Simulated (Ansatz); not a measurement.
# LuBe3: relaxing a made-up structure, part 2 of 2

This structure for LuBe3 is made up. Its elements were placed in a known structure type with a cell scaled to their sizes. What cell does the guess relax to, and how far off was it?

Ansatz 0.2.0; DFT, PBE, plane-wave PAW, files of the set soft_1, scalar-relativistic, no spin, cell and ions relaxed at zero pressure; PAW set soft_1 (the session's first sound run).

So far: Starting point; Relaxing cell and atoms. The relaxed cell has a = 5.878 Å (conventional setting).

**3. Bands of the relaxed cell**

A second self-consistent run takes a narrower smearing and the mesh shown in its input; the bands follow along the standard path of the relaxed lattice.

This step: DFT, PBE, plane-wave PAW, files of the set soft_1, scalar-relativistic, no spin, bands and density of states at the relaxed cell; PAW set soft_1 (Ansatz 0.2.0).

Contents of input.yaml:

```yaml
crystal:
  lattice:
    - [0.0, 2.9391434773, 2.9391434773]
    - [2.9391434773, 0.0, 2.9391434773]
    - [2.9391434773, 2.9391434773, 0.0]
  atoms:
    - { symbol: Lu, position: [0.0, 0.0, 0.0] }
    - { symbol: Be, position: [0.75, 0.75, 0.75] }
    - { symbol: Be, position: [0.25, 0.25, 0.25] }
    - { symbol: Be, position: [0.5, 0.5, 0.5] }
kpoints:
  mp_grid: { grid: [10, 10, 10] }
  band_path:
    path:
      - [[0.0, 0.0, 0.0], [0.5, 0.0, 0.5], [0.5, 0.25, 0.75], [0.375, 0.375, 0.75], [0.0, 0.0, 0.0], [0.5, 0.5, 0.5], [0.625, 0.25, 0.625], [0.5, 0.25, 0.75], [0.5, 0.5, 0.5], [0.375, 0.375, 0.75]]
      - [[0.625, 0.25, 0.625], [0.5, 0.0, 0.5]]
    npoints: 8
scf:
  occupations: { method: fermi_dirac, width: 0.03 }
  n_extra_bands: 8
hamiltonian:
  xc: pbe
  pseudopotentials: { kind: paw, azcp: { folder: soft_1 } }
output:
  forces: true
  stress: true
  write_bands: true
  dos: { projected: true }
  write_density: true
  write_potential: true
  elf: true
  volumetric_format: npy
```

The run is started by

```
ansatz run input.yaml --threads 4 --pin off --max-ram 8192MiB --backend cpu --events-out ev --progress --plain --runs-dir out
```

Numbers of over 12 decimals in the logs are rounded to 6 here.

The program printed:

```text
Lu: projections on atomic orbitals take those of the free atom [Kr 4d10] 4f14 5s2 5p6 5d1 6s2, of charge +0.00 (hamiltonian.pseudopotentials.projection_atoms); the dataset's partial waves leave at most 4.6e-5 of an orbital's norm unspanned inside its sphere
[...]
Crystal: 4 atoms, lattice volume = 50.780 Å³
Basis set: ecut = 420 eV, 965 PW (Γ), exchange–correlation on 60×60×60 points (8 copies of the dense FFT grid, shifted against one another)
Bands: 24, of which v1, the nominal top of the filled ones, is band 16 counted from 1 (15 counted from 0)
Symmetry: 48 space group operations
[...]
k-points: 47 of 1000
[...]
SCF iter   1: F=—  HF=-15011.007335 eV  |F-HF|=—  |Δ(HF+E_count)|=         —  Δρ=3.22e-2  dr2=5.95e-1  ethr=3.10e-3  ⟨swp⟩=6.1  Hψ=6734  notcnv=0
[...]
SCF iter   9: F=-15010.797154 eV  HF=-15010.797154 eV  |F-HF|=3.78e-9  |Δ(HF+E_count)|=   5.88e-8  Δρ=2.48e-6  dr2=2.02e-9  ethr=3.23e-10  ⟨swp⟩=19.1  Hψ=11264  notcnv=0
SCF 1 converged in 9 iterations: F = -15010.797154 eV  dr2 = 2.02e-9
[...]
NSCF: frozen V_eff on 82 k-points
SCF converged after 9 iterations
Free energy (F): -15010.797154 eV
[...]
Internal energy: -15010.792889 eV  (E = F + TS)
E sigma→0 (E₀):  -15010.795021 eV
Entropy (-TS):   -0.004265 eV (-1.066 meV/atom)
Fermi energy:    11.234453 eV
[...]
--- Stress (GPa, compression-positive) ---
       -0.141461       0.000000       0.000000
       -0.000000      -0.141461      -0.000000
        0.000000       0.000000      -0.141461
  P = ⅓ Tr σ = -0.1415 GPa (-1.415 kbar)
--- Band table (eV; the first three rows and the last of 47) ---
  k-point 0: bands = [... 12 lower, 9.7082, 9.7082, 9.7082, 13.5142, 13.5142, 13.5142, 13.7660, 13.7660, ... 4 higher]
  k-point 1: bands = [... 12 lower, 9.4086, 9.7588, 9.7588, 12.6491, 12.6491, 13.6456, 14.9304, 14.9304, ... 4 higher]
  k-point 2: bands = [... 12 lower, 8.7090, 9.8104, 9.8104, 12.1461, 12.1461, 13.7796, 16.3656, 16.3656, ... 4 higher]
  k-point 46: bands = [... 12 lower, 7.5823, 7.8575, 8.1293, 11.6271, 12.8710, 14.1877, 14.3138, 16.2045, ... 4 higher]
```

Run time: 1.8 s. Hardware: 4 threads of Arm Neoverse V2, shared host; peak memory 0.44 GiB; 6.1 s of CPU time.

Reading the cycles: dr2 is the Hartree energy of the density residual (eV), the measure of convergence; HF is the Harris–Foulkes estimate of the energy, which meets the free energy F at convergence.

This step gave:

- free energy: -15010.7972 eV
- energy at zero smearing: -15010.7950 eV
- smearing term TS: 0.004265 eV
- Fermi energy: 11.23 eV
- pressure: -0.1415 GPa

From bands.tsv, the bands that come nearest the Fermi level along the path, at its corners, in eV from the Fermi level:

| point | band 12 | band 13 | band 14 | band 15 | band 16 | band 17 | band 18 | band 19 |
| --- | --- | --- | --- | --- | --- | --- | --- | --- |
| Γ | -4.20 | -1.53 | -1.53 | -1.53 | 2.28 | 2.28 | 2.28 | 2.53 |
| X | -4.22 | -3.79 | -2.56 | -1.37 | -1.37 | 1.63 | 3.00 | 3.00 |
| W | -4.19 | -3.54 | -3.54 | -3.32 | 1.02 | 1.02 | 3.03 | 3.09 |
| K | -4.21 | -3.95 | -3.70 | -1.45 | -0.86 | 2.02 | 3.12 | 3.37 |
| Γ | -4.20 | -1.53 | -1.53 | -1.53 | 2.28 | 2.28 | 2.28 | 2.53 |
| L | -4.21 | -4.20 | -1.82 | -1.82 | 2.22 | 2.59 | 2.59 | 3.10 |
| U | -4.21 | -3.95 | -3.70 | -1.45 | -0.86 | 2.02 | 3.12 | 3.37 |
| W | -4.19 | -3.54 | -3.54 | -3.32 | 1.02 | 1.02 | 3.03 | 3.09 |
| L | -4.21 | -4.20 | -1.82 | -1.82 | 2.22 | 2.59 | 2.59 | 3.10 |
| K | -4.21 | -3.95 | -3.70 | -1.45 | -0.86 | 2.02 | 3.12 | 3.37 |
| U | -4.21 | -3.95 | -3.70 | -1.45 | -0.86 | 2.02 | 3.12 | 3.37 |
| X | -4.22 | -3.79 | -2.56 | -1.37 | -1.37 | 1.63 | 3.00 | 3.00 |

Counts of states for the cell as run, both spins, by energy window (eV from the Fermi level): Near the top, bands beyond those computed are missing, so counts there can be too low.

| from | to | total |
| --- | --- | --- |
| -8 | -7 | 0.33 |
| -7 | -6 | 0.57 |
| -6 | -5 | 0.85 |
| -5 | -4 | 14.72 |
| -4 | -3 | 1.68 |
| -3 | -2 | 1.67 |
| -2 | -1 | 2.29 |
| -1 | 0 | 0.83 |
| 0 | 1 | 0.91 |
| 1 | 2 | 1.15 |
| 2 | 3 | 1.77 |
| 3 | 4 | 2.98 |
| 4 | 5 | 2.28 |
| 5 | 6 | 1.65 |

A further 8.1 states lie below the table's range.

Electrostatic potential energy in the ac plane of the conventional cell at fractional y = 0.000, with atoms of Lu and Be within 0.2 Å of it. With pseudopotentials it is smooth inside the atoms' cores, unlike the true potential.

Ten even steps from '0' (-74 eV) to '9' (14 eV), each cell a mean:
```
0269998557999840
4589999878999874
8899999999999988
9999999999999999
9999999999999999
9999998667899999
6899985214799987
4699984001699975
5799984002699985
7899987445899998
9999998888999999
9999999999999999
9999999999999999
6789999999999986
1479998768999852
0169997546999840
```
Columns run along a (5.9 Å; values clipped at the 3rd and 97th percentile), rows up along c (5.9 Å), edges of the conventional cell, whose origin can differ from the input's. Atoms in or near the plane, at fractional coordinates: Lu at (0.00, 0.00), Lu at (0.50, 0.50), Be at (0.50, 0.00), Be at (0.00, 0.50).

ELF in the ac plane of the conventional cell at fractional y = 0.000, with atoms of Lu and Be within 0.2 Å of it. It is the smooth field of the valence electrons, not physical close to the nuclei.

Ten even steps from '_' (0.01) to '@' (0.82), each cell a mean:
```
@@@@++..--++--____::++==..--%%@@
@@##--::++##**--::++##**--::++%%
--::..==######++++**####++::::--
..::==##%%##++----==**####++--..
==++######==::......--++####**==
==**####==..--++**==::--**####++
..--**++::::##@@@@%%==..==**++::
__..====..--@@@@@@@@**..--++::__
__::++==..--%%@@@@@@++..--++--__
::++##**--::++%%@@##--::++##**--
++**####++::::----::..==######++
--==**####++--....::==##%%##++--
....--++####**====++######==::..
**==::--**####++==**####==..--++
@@%%==..==**++::..--**++::::##@@
@@@@**..--++::____..====..--@@@@
```
Columns run along a (5.9 Å), rows up along c (5.9 Å), edges of the conventional cell, whose origin can differ from the input's. Atoms in or near the plane, at fractional coordinates: Lu at (0.00, 0.00), Lu at (0.50, 0.50), Be at (0.50, 0.00), Be at (0.00, 0.50).

Valence density in the ac plane of the conventional cell at fractional y = 0.000, with atoms of Lu and Be within 0.2 Å of it. It is the smooth field of the valence electrons, not physical close to the nuclei.

Ten steps, logarithmic in the rise over the least value, from '0' (0 e/Å³) to '9' (38 e/Å³), each cell a mean:
```
9730000000000158
5410000000000135
2100000000000011
0000000000000000
0000000000000000
0000001332100000
0000014775200000
0000025997300000
0000015897300000
0000013554100000
0000001121000000
0000000000000000
0000000000000000
3210000000000013
7520000000000147
9730000000000259
```
Columns run along a (5.9 Å), rows up along c (5.9 Å), edges of the conventional cell, whose origin can differ from the input's. Atoms in or near the plane, at fractional coordinates: Lu at (0.00, 0.00), Lu at (0.50, 0.50), Be at (0.50, 0.00), Be at (0.00, 0.50).

**4. Summary of results**

```json
{"space group, relaxed": "Fm-3m", "conventional cell": "a = 5.878, b = 5.878, c = 5.878 Å; α = 90.0°, β = 90.0°, γ = 90.0°", "volume per atom": "12.69 Å³ (guess 12.30)"}
```

**Reading.** LuBe3 relaxes to Fm-3m with a = 5.878, b = 5.878 and c = 5.878 Å. The guessed volume was 3 % too small. The space group Fm-3m was held in the relaxation, so the end point is a stationary structure within it and may be a saddle against distortions or other arrangements. Bands cross the Fermi level, so it is a metal or semimetal at this level. The electron count is odd, which forces that without spin polarisation or a larger cell. On the 10×10×10 mesh with the narrower smearing (relaxed on 8×8×8) the forces vanish, as symmetry may demand, and the largest stress component is 0.141 GPa, against the relaxation's thresholds of 0.015 eV/Å and 0.05 GPa. The cutoff wasn't tested. Spin-orbit coupling is left out, which can matter for elements this heavy. No dispersion term is used, so weakly bound directions may come out too long. Nothing here tests whether the compound is stable against decomposition.

[Logs are printed without paths, hosts, clocks, repeated set-up lines and the standing remarks that a program may print on its own settings, such as how far it seeks lower states.]

[Hosts, paths, dates, database ids (printed as entryN), source tags and the programs' standing remarks are cut or masked in the printed files.]
